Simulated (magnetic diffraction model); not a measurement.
# SrTi2Co3 below its ordering temperature

Space group P6_3/mmc (no. 194), a = 4.0100 Å, c = 14.0310 Å.

| site | atom | x | y | z |
| --- | --- | --- | --- | --- |
| 2b | Sr | 0 | 0 | 1/4 |
| 4f | Co | 2/3 | 1/3 | 0.5730 |
| 2a | Co | 0 | 0 | 0 |
| 4f | Ti | 1/3 | 2/3 | 0.9028 |

The compound is invented for this exercise: a known structure type with other elements, its cell scaled to their sizes and not relaxed.

Only Co is taken to order (form factors of Co2+); orders and moment sizes are assumed, and not adapted to the symmetry. Radiation: neutrons of λ = 1.909 Å, 5° to 70°; isotropic B of 0.41 Å² (Sr), 0.35 Å² (Co) and 0.43 Å² (Ti). Simulated constant-wavelength pattern: nuclear and magnetic terms add, the magnetic one as |2.695 fm × Σ f S⊥ exp(2πi Q·r) exp(−B s²)|², summed over all Q at one angle with the factor 1/(sin²θ cos θ). For collinear order S is the moment m, which repeats by lattice and centring translations R with the sign exp(−2πi k·R). Free-ion form factors, Sears's scattering lengths of 1992, no absorption; a label names one of the reflections at its angle. The strongest nuclear line in the range is 100, and lines under 0.2 are left out.

Above the ordering temperature:

```
2θ (°)    index      I
 15.64  (0 0 2)   15.2
 31.58  (0 0 4)   47.3
 31.91  (1 0 0)   83.9
 32.90  (1 0 1)   41.0
 35.72  (1 0 2)   29.4
 40.04  (1 0 3)  100.0
 45.51  (1 0 4)   45.1
 48.18  (0 0 6)    1.2
 51.87  (1 0 5)    9.0
 56.86  (1 1 0)   15.8
 58.95  (1 0 6)   13.7
 59.35  (1 1 2)    7.4
 65.94  (0 0 8)    1.1
 66.51  (1 1 4)   76.5
 66.69  (2 0 0)   22.9
 66.71  (1 0 7)   13.6
 67.27  (2 0 1)   11.8
 68.98  (2 0 2)    9.4
```

Below it (cell unchanged):

```
2θ (°)      I
  7.80   24.4
 15.64   42.9
 23.55   17.9
 31.58   52.8
 31.91   91.8
 32.90   85.9
 35.72   43.4
 39.77    9.7
 40.04  125.5
 45.51   53.9
 48.18    2.9
 51.87   17.3
 56.86   17.2
 56.87    3.8
 57.49    0.6
 58.95   18.0
 59.35   10.1
 62.39    3.9
 65.94    1.7
 66.51   78.5
 66.69   23.7
 66.71   16.4
 67.27   16.4
 68.98   11.0
```

**Question.** Find the propagation vector, then choose among these models:
A. collinear moments along [100], 2.02 μB on Co; signs + at (2/3, 1/3, 0.5730), − at (1/3, 2/3, 0.0730), − at (2/3, 1/3, 0.9270), + at (1/3, 2/3, 0.4270), − at (0, 0, 0), + at (0, 0, 1/2)
B. collinear moments along [101], 2.02 μB on Co; signs + at (2/3, 1/3, 0.5730), − at (1/3, 2/3, 0.0730), − at (2/3, 1/3, 0.9270), + at (1/3, 2/3, 0.4270), − at (0, 0, 0), + at (0, 0, 1/2)
C. collinear moments along [100], 2.02 μB on Co; signs + at (2/3, 1/3, 0.5730), + at (1/3, 2/3, 0.0730), − at (2/3, 1/3, 0.9270), + at (1/3, 2/3, 0.4270), + at (0, 0, 0), − at (0, 0, 1/2)
D. collinear moments along [101], 2.02 μB on Co; signs + at (2/3, 1/3, 0.5730), + at (1/3, 2/3, 0.0730), − at (2/3, 1/3, 0.9270), + at (1/3, 2/3, 0.4270), + at (0, 0, 0), − at (0, 0, 1/2)

No line moves, and magnetic intensity falls on nuclear lines such as the one at 32.90°; new lines at (0 0 1), (0 0 3) and (0 0 5) have whole indices that obey the lattice centring, at places with no nuclear intensity to speak of, so the magnetic cell equals the chemical primitive cell: k = 0.

Magnetic intensity, observed (below minus above) and for each model:

| 2θ (°) | index | observed | A | B | C | D |
| --- | --- | --- | --- | --- | --- | --- |
| 7.80 | (0 0 1) | 24.4 | 921.3 | 69.6 | 24.4 | 1.8 |
| 15.64 | (0 0 2) | 27.7 | <0.2 | <0.2 | 27.7 | 2.1 |
| 23.55 | (0 0 3) | 17.9 | 21.4 | 1.6 | 17.9 | 1.4 |
| 32.90 | (1 0 1) | 44.8 | 0.2 | 0.3 | 44.8 | 77.2 |
| 35.72 | (1 0 2) | 14.1 | 26.6 | 35.0 | 14.1 | 18.5 |
| 40.04 | (1 0 3) | 25.5 | 7.5 | 7.2 | 25.5 | 24.3 |
| 45.51 | (1 0 4) | 8.8 | 24.6 | 17.2 | 8.8 | 6.2 |
| 57.49 | (1 1 1) | 0.6 | 22.1 | 40.8 | 0.6 | 1.1 |

Model C matches.

The structure used: k = (0 0 0), collinear moments along [100], 2.02 μB on Co; signs + at (2/3, 1/3, 0.5730), + at (1/3, 2/3, 0.0730), − at (2/3, 1/3, 0.9270), + at (1/3, 2/3, 0.4270), + at (0, 0, 0), − at (0, 0, 1/2).

[Logs are printed without paths, hosts, clocks, repeated set-up lines and the standing remarks that a program may print on its own settings, such as how far it seeks lower states.]
